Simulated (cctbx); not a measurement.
## Lattice, Laue class and space group of a new crystal

Cell: a = 7.9820 Å, b = 7.9820 Å, c = 7.9820 Å, α = 90.00°, β = 90.00°, γ = 90.00°. Expected content of the cell: Tl2 Er8 Ga12 B12.

Simulated single-crystal data (cctbx): Ga Kα, λ = 1.3414 Å, to d = 0.8 Å, 80 % of the full sphere, strongest reflection 20000 counts, noise from counting, a 2 % proportional error and a noise floor of 4 counts (s.d.); no absorption.

A first pass over the reflections prints:

```text
3318 reflections to d = 0.802 A
centring   violations  <I/sigma> of those
    A        876 of  1668      7.4
    B        860 of  1650      7.3
    C        866 of  1666      7.3
    I          1 of  1623      0.0
    R       1133 of  2220      9.0
    F       1301 of  2492      7.3
Laue class    unique    Rint  (classes that these axes allow; Friedel mates merged)
I 1 2/m 1         559   0.024
I 1 1 2/m         560   0.024
I 2/m 1 1         560   0.024
I m m m           320   0.026
I 4/m             283   0.027
I 4/m m m         176   0.027
I m -3            108   0.028
I m -3 m           70   0.028
space group    extra absences  I>4sigma  <I/sigma>
I 4 3 2                 0          0         -  acentric
I -4 3 m                0          0         -  acentric
I m -3 m                0          0         -  centric
Wilson B = 0.89 A^2   <|E^2-1|> = 0.789 (0.968 centric, 0.736 acentric)   E^2>4: 2.9 %
shell (A)         n   <I/sigma>
 5.64 - 1.37     17     88.4
 1.37 - 1.09     15     81.2
 1.09 - 0.96     13     83.5
 0.96 - 0.87     12     84.2
 0.87 - 0.81     13     71.1
```

**Question.** What are the lattice type, the Laue class and the likely space group?

The reflections that I centring forbids are absent (⟨I/σ⟩ near 0), so the lattice is I.

Rint stays low (0.024 to 0.028) up to I m -3 m, the highest class in these axes.

3 settings pass the absence test. No glide or screw absences show, which leaves I 4 3 2, I -4 3 m and I m -3 m.

⟨|E²−1|⟩ = 0.789 leans to a non-centrosymmetric structure. Here that hint misleads: the statistic assumes many like atoms on general positions, and few, heavy or special-position atoms break it. The Wilson B of 0.89 Å² means U ≈ 0.0113 Å².

The true group is Im-3m (no. 229), Laue class m-3m, centrosymmetric. The tables only narrow the choice to the tied entries; cell content, site symmetry and trial solutions must settle it.

The model is made up (kin elements in a known structure type, no relaxation), so it says nothing on whether the phase exists.

[Logs are printed without paths, hosts, clocks, repeated set-up lines and the standing remarks that a program may print on its own settings, such as how far it seeks lower states.]
